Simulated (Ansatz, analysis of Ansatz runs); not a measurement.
# MnGeO3 (C2/c): does an added hole stay on Mn?, part 2 of 2

Question: does an added hole stay on the Mn atom where it is started in MnGeO3 (C2/c), and if so, how high is the barrier for a hop to another Mn site nearby? Model: a cell of 80 host atoms.

Ansatz 0.2.0; plane-wave PAW DFT, PBEsol+U; relaxation of all atoms of a supercell at fixed charge in a uniform background; PAW set soft_1.

So far. Step 2 (The cell without the carrier): The largest displacement from an ideal site is 0.008 Å.

## (3) The hole on the first site

The nearest neighbour or neighbours of the site start displaced and the site's starting moment is changed by the carrier's spin, since a carrier doesn't trap itself in the undistorted lattice.

File A.relax/input.yaml:

```yaml
crystal:
  lattice:
    - [-1.04528671, 9.29864865, 5.17964482]
    - [8.89762811, 0.0, 5.16749044]
    - [9.94291481, 9.29864865, -0.01215438]
  atoms:
    - { symbol: Mn, position: [0.327574, 0.42318, 0.076816], spin: 5.0 }
    - { symbol: Mn, position: [0.327569, 0.42319, 0.576798], spin: 5.0 }
    - { symbol: Mn, position: [0.827585, 0.923187, 0.076794], spin: 5.0 }
    - { symbol: Mn, position: [0.827577, 0.923214, 0.576807], spin: 5.0 }
    - { symbol: Mn, position: [0.014324, 0.736412, 0.263612], spin: 5.0 }
    - { symbol: Mn, position: [0.014319, 0.736437, 0.763601], spin: 5.0 }
    - { symbol: Mn, position: [0.514345, 0.2364, 0.263581], spin: 5.0 }
    - { symbol: Mn, position: [0.514303, 0.23645, 0.763589], spin: 5.0 }
    - { symbol: Mn, position: [0.17302, 0.077733, 0.422288], spin: -5.0 }
    - { symbol: Mn, position: [0.173011, 0.077728, 0.922285], spin: -5.0 }
    - { symbol: Mn, position: [0.673, 0.577754, 0.422272], spin: -5.0 }
    - { symbol: Mn, position: [0.673032, 0.577746, 0.922258], spin: -5.0 }
    - { symbol: Mn, position: [0.486247, 0.764497, 0.235506], spin: -4.0 }
    - { symbol: Mn, position: [0.486284, 0.764495, 0.735467], spin: -5.0 }
    - { symbol: Mn, position: [0.98626, 0.264493, 0.235499], spin: -5.0 }
    - { symbol: Mn, position: [0.986239, 0.264529, 0.735494], spin: -5.0 }
    - { symbol: Ge, position: [0.41433, 0.804491, 0.493298] }
    - { symbol: Ge, position: [0.414346, 0.804498, 0.993273] }
    - { symbol: Ge, position: [0.914321, 0.304496, 0.493305] }
    - { symbol: Ge, position: [0.914339, 0.304517, 0.993267] }
    - { symbol: Ge, position: [0.244068, 0.038649, 0.163571] }
    - { symbol: Ge, position: [0.244035, 0.038621, 0.663623] }
    - { symbol: Ge, position: [0.744024, 0.538605, 0.163613] }
    - { symbol: Ge, position: [0.744086, 0.538659, 0.663558] }
    - { symbol: Ge, position: [0.086235, 0.696407, 0.005808] }
    - { symbol: Ge, position: [0.086285, 0.696458, 0.505769] }
    - { symbol: Ge, position: [0.586279, 0.196443, 0.00576] }
    - { symbol: Ge, position: [0.586233, 0.196417, 0.505819] }
    - { symbol: Ge, position: [0.256541, 0.462291, 0.33548] }
    - { symbol: Ge, position: [0.25654, 0.462297, 0.835498] }
    - { symbol: Ge, position: [0.756545, 0.962306, 0.335472] }
    - { symbol: Ge, position: [0.75653, 0.962303, 0.835499] }
    - { symbol: O, position: [0.467226, 0.680844, 0.432157] }
    - { symbol: O, position: [0.466166, 0.676878, 0.941515] }
    - { symbol: O, position: [0.966149, 0.176905, 0.441518] }
    - { symbol: O, position: [0.966146, 0.176908, 0.941499] }
    - { symbol: O, position: [0.192277, 0.16618, 0.215417] }
    - { symbol: O, position: [0.192254, 0.166196, 0.715426] }
    - { symbol: O, position: [0.682916, 0.670528, 0.216474] }
    - { symbol: O, position: [0.692307, 0.666228, 0.715366] }
    - { symbol: O, position: [0.034429, 0.824003, 0.057589] }
    - { symbol: O, position: [0.034444, 0.824048, 0.557557] }
    - { symbol: O, position: [0.53447, 0.324042, 0.057538] }
    - { symbol: O, position: [0.534414, 0.324043, 0.557572] }
    - { symbol: O, position: [0.308321, 0.33472, 0.283672] }
    - { symbol: O, position: [0.308308, 0.334736, 0.783679] }
    - { symbol: O, position: [0.808333, 0.834746, 0.283657] }
    - { symbol: O, position: [0.808315, 0.834752, 0.783669] }
    - { symbol: O, position: [0.379677, 0.998513, 0.381137] }
    - { symbol: O, position: [0.379687, 0.998524, 0.881121] }
    - { symbol: O, position: [0.879637, 0.498512, 0.38118] }
    - { symbol: O, position: [0.879672, 0.498543, 0.881127] }
    - { symbol: O, position: [0.131913, 0.991411, 0.128927] }
    - { symbol: O, position: [0.131927, 0.991418, 0.628923] }
    - { symbol: O, position: [0.631901, 0.491389, 0.128932] }
    - { symbol: O, position: [0.631927, 0.491437, 0.62891] }
    - { symbol: O, position: [0.12091, 0.502379, 0.117929] }
    - { symbol: O, position: [0.120942, 0.502426, 0.617909] }
    - { symbol: O, position: [0.614583, -0.009, 0.123598] }
    - { symbol: O, position: [0.620899, 0.002393, 0.617966] }
    - { symbol: O, position: [0.374415, 0.521549, 0.363778] }
    - { symbol: O, position: [0.368699, 0.509505, 0.870155] }
    - { symbol: O, position: [0.868657, 0.009528, 0.370161] }
    - { symbol: O, position: [0.868717, 0.009507, 0.870133] }
    - { symbol: O, position: [0.249977, 0.669927, 0.187136] }
    - { symbol: O, position: [0.249974, 0.66993, 0.687151] }
    - { symbol: O, position: [0.749972, 0.169932, 0.187129] }
    - { symbol: O, position: [0.749956, 0.169935, 0.687165] }
    - { symbol: O, position: [0.437891, 0.143681, 0.499259] }
    - { symbol: O, position: [0.437918, 0.143746, 0.999193] }
    - { symbol: O, position: [0.93795, 0.64371, 0.4992] }
    - { symbol: O, position: [0.937883, 0.643677, 0.99925] }
    - { symbol: O, position: [0.260694, 0.82809, 0.308738] }
    - { symbol: O, position: [0.250594, 0.830972, 0.811955] }
    - { symbol: O, position: [0.750588, 0.330963, 0.311955] }
    - { symbol: O, position: [0.750655, 0.331021, 0.811899] }
    - { symbol: O, position: [0.062674, 0.357229, -0.000152] }
    - { symbol: O, position: [0.06268, 0.357234, 0.499847] }
    - { symbol: O, position: [0.559506, 0.853255, 0.009915] }
    - { symbol: O, position: [0.562688, 0.857219, 0.499851] }
total_charge: 1
basis:
  ecutwfc: 420
  xc_grid: 2
hamiltonian:
  xc: pbesol
  hubbard:
    sites: [{ species: Mn, l: d, u_eff: 4.5 }]
    projectors: ortho-atomic
  pseudopotentials: { kind: paw, azcp: { folder: soft_1 }, xc_functional: pbe }
kpoints:
  mp_grid: { grid: [1, 1, 1] }
magnetization:
  spin_polarized: true
  initial_magnetization: 1
  spin_locking: { lock_magnetization: hard }
scf:
  occupations: { method: fermi_dirac, width: 0.01 }
  max_iter: 120
  lower_state_search: "off"
output:
  forces: true
relax:
  f_tol: 0.015
  max_steps: 70
  escape_saddle: false
checkpoint:
  write: "../A.relax.run"
  compress: false
  write_wavefunctions: true
  write_every: 100000
```

The run is started by

```console
> ansatz run input.yaml --threads 32 --pin off --max-ram 84787MiB --backend cuda --events-out ev --progress --plain --runs-dir out --max-vram 78GiB
```

Numbers of over 12 decimals in the logs are rounded to 6 here.

What it wrote:

```text
[...]
Crystal: 80 atoms, lattice volume = 957.539 Å³
Basis set: ecut = 420 eV, 18701 PW (Γ), exchange–correlation on 144×144×192 points (8 copies of the dense FFT grid, shifted against one another)
Bands: 456, of which v1, the nominal top of the filled ones, is band 376 counted from 1 (375 counted from 0)
Symmetry: 1 space group operations
[...]
k-points: 1
[...]
Starting moments: Σ|m| = 79 μB on 16 of 80 sites
[...]
SCF iter   1: F=—  HF=-156928.073721 eV  |Δ(HF+E_count)|=         —  Δρ=8.43e-2 (↑8.02e-2 ↓8.43e-2)  dr2=2.85e2  dr2_m=2.50e0  M=1.000 μB ∫|m|=72.252 μB  Hψ=3092
[...]
SCF iter   2: F=—  HF=-156884.809603 eV  |Δ(HF+E_count)|=    4.33e1  Δρ=3.63e-2 (↑3.58e-2 ↓3.63e-2)  dr2=5.62e1  dr2_m=9.52e-1  M=1.000 μB ∫|m|=76.392 μB  Hψ=1864
[...]
SCF iter  17: F=-156873.514138 eV  HF=-156873.514141 eV  |Δ(HF+E_count)|=   4.05e-7  Δρ=1.48e-5 (↑1.72e-6 ↓1.48e-5)  dr2=3.18e-6  dr2_m=4.75e-7  M=1.000 μB ∫|m|=77.584 μB  Hψ=1739
SCF 1 converged in 17 iterations: F = -156873.514138 eV  dr2 = 3.18e-6
[...]
relax step   1: F+E_penalty+E_count = -156873.51413805 eV  Δ(F+E_penalty+E_count) = +0.000e0 eV  max|allowed force component| = 9.823e-1 eV/Å  Δτ_max = 0.0000 Å  (17 SCF iters, dr2 threshold 5.63e-6 eV, accepted)
[...]
Starting moments: Σ|m| = 79 μB on 16 of 80 sites; this step starts from the density that it was given
[...]
iter 1 solved again at ethr=1.80e-4 eV; its pass at ethr=3.10e-3 eV (dr2=1.35e0 eV) is discarded
SCF iter   1: F=—  HF=-156873.683309 eV  |Δ(HF+E_count)|=         —  Δρ=9.83e-3 (↑1.83e-3 ↓9.83e-3)  dr2=1.36e0  dr2_m=2.06e-1  M=1.000 μB ∫|m|=77.654 μB  Hψ=3101
[...]
SCF 2 converged in 10 iterations: F = -156873.657375 eV  dr2 = 6.18e-6
[...]
SCF 3 converged in 12 iterations: F = -156873.738475 eV  dr2 = 2.73e-6
[...]
SCF 4 converged in 10 iterations: F = -156873.814953 eV  dr2 = 6.39e-6
[...]
SCF 5 converged in 7 iterations: F = -156873.628850 eV  dr2 = 2.81e-5
[...]
SCF 6 converged in 12 iterations: F = -156873.856043 eV  dr2 = 4.49e-8
[...]
SCF 7 converged in 9 iterations: F = -156873.861035 eV  dr2 = 9.58e-8
[...]
SCF 8 converged in 10 iterations: F = -156873.862493 eV  dr2 = 2.64e-8
[...]
SCF iter   4: F=—  HF=-156873.857362 eV  |Δ(HF+E_count)|=   3.38e-3  Δρ=6.70e-5 (↑4.30e-5 ↓6.70e-5)  dr2=6.52e-5  dr2_m=9.90e-6  M=1.000 μB ∫|m|=77.696 μB  Hψ=1475
SCF iter   5: F=—  HF=-156873.863097 eV  |Δ(HF+E_count)|=   5.73e-3  Δρ=5.77e-5 (↑1.51e-5 ↓5.77e-5)  dr2=5.14e-5  dr2_m=6.40e-6  M=1.000 μB ∫|m|=77.696 μB  Hψ=1500
[...]
SCF iter   7: F=—  HF=-156873.863095 eV  |Δ(HF+E_count)|=   2.14e-7  Δρ=1.14e-5 (↑3.88e-6 ↓1.14e-5)  dr2=2.23e-6  dr2_m=2.36e-7  M=1.000 μB ∫|m|=77.696 μB  Hψ=1423
[...]
SCF iter   9: F=-156873.863095 eV  HF=-156873.863095 eV  |Δ(HF+E_count)|=   5.97e-8  Δρ=1.23e-6 (↑1.05e-6 ↓1.23e-6)  dr2=4.38e-8  dr2_m=1.67e-9  M=1.000 μB ∫|m|=77.696 μB  Hψ=2401
SCF 9 converged in 9 iterations: F = -156873.863095 eV  dr2 = 4.38e-8
[...]
relax step   9: F+E_penalty+E_count = -156873.86309458 eV  Δ(F+E_penalty+E_count) = -6.016e-4 eV  max|allowed force component| = 1.355e-2 eV/Å  Δτ_max = 0.0041 Å  (9 SCF iters, accepted)
[...]
NSCF: frozen V_eff on 1 k-points
[...]
SCF converged after 9 iterations
[...]
Magnetization: 1.0000 μB (376.0000 up, 375.0000 down)
Absolute magnetization: 77.7364 μB (∫|ρ↑−ρ↓|, with the PAW one-centre terms)
[...]
Per-site moments (μB) at R_I (Å): [(4.205262, 0.882041), (4.205449, 0.882249), (4.205428, 0.882240), [... 7 left out ...]
Free energy (F): -156873.863095 eV
[...]
Internal energy: -156873.863085 eV  (E = F + TS)
E sigma→0 (E₀):  -156873.863090 eV
Entropy (-TS):   -0.000009 eV (-0.000 meV/atom)
Fermi energy:    8.276685 (↑ 9.011885, ↓ 8.203611) eV
[...]
--- Forces (eV/Å), atoms counted from 1 ---
  atom   1  Mn     0.00002706    -0.00011481     0.00014339
  atom   2  Mn    -0.00021240     0.00213929    -0.00178369
  atom   3  Mn     0.00022014     0.00207497     0.00186925
  [... 3 atoms left out ...]
  [... 74 more lines of this table ...]
  max |Σ_I F_I| component: 9.57e-5 eV/Å
--- Band table (eV) ---
[...]
Occupation matrices written to <dir>
--- Relaxed structure (9 steps of the walk, 8 accepted, 0 SCFs on fresh bases) ---
  F+E_penalty+E_count = -156873.86309458 eV   max|allowed force component| = 1.355e-2 eV/Å
  atoms:
    - { symbol: Mn, position: [0.327614, 0.423142, 0.076857] }
    - { symbol: Mn, position: [0.327634, 0.423240, 0.576774] }
    - { symbol: Mn, position: [0.827532, 0.923114, 0.076875] }
    [... 3 atoms left out ...]
  [... 74 more lines of this table ...]
```

It took 14 s on 1 × NVIDIA GB200 with 32 threads of Arm Neoverse V2, shared host; peak memory 1.5 GiB; 56 s of CPU time.

Relaxation path:

```tsv
step	energy less that of the first step (eV)	largest force component (eV/Å)
1	0.0000	0.9823
2	-0.1432	0.5641
3	-0.2243	0.2718
4	-0.3008	0.3589
5	-0.1147	0.8844
6	-0.3419	0.0853
7	-0.3469	0.0266
8	-0.3484	0.0267
9	-0.3490	0.0136
```

Relaxation step 5 was tried and not accepted.

The atoms that moved most (Å):

```tsv
atom	dx	dy	dz	length
O33	0.050	0.102	-0.004	0.114
O39	-0.050	0.102	0.004	0.113
O59	0.041	0.009	0.092	0.101
O61	-0.040	0.009	-0.092	0.101
O73	0.052	-0.073	-0.044	0.100
O79	-0.052	-0.073	0.044	0.100
O34	-0.016	0.038	0.029	0.050
O37	0.016	0.037	-0.029	0.050
```

The moves above count from the input, in which the site's nearest neighbours were already displaced; the distances below compare with the cell without the carrier.

Distances from Mn13 without and with the hole:

```tsv
atom	without (Å)	with (Å)
O59	2.10	2.10
O61	2.10	2.10
O33	2.23	2.24
O39	2.23	2.24
O79	2.35	2.34
O73	2.35	2.34
```

The largest changes of the moments are 0.14 μB on Mn12, 0.14 μB on Mn9 and 0.10 μB on Mn11. The carrier did not stay on the chosen site.

## (4) Outcome

- carrier trapped on the chosen site: no
- size of the moment change on that site: 0.00 μB

**Reading.** With PBEsol+U (4.5 eV) (Mn d 4.5 eV) the hole does not stay on the chosen Mn atom: it is spread over about 17 atoms in effect, so no hop between such sites was computed. The magnetic order was assumed and need not be the ground state; parallel spins on neighbours help a carrier to spread. The search for lower electronic states was switched off. Another U, a hybrid or another start may give another answer. Limits: sampling at the zone centre alone can move energies of charged and open-shell states by tenths of an eV or more in cells of this size; gap and trapping depend on the U chosen (Mn d 4.5 eV).

[Logs are printed without paths, hosts, clocks, repeated set-up lines and the standing remarks that a program may print on its own settings, such as how far it seeks lower states.]

[Hosts, paths, dates, database ids (printed as entryN), source tags and the programs' standing remarks are cut or masked in the printed files.]
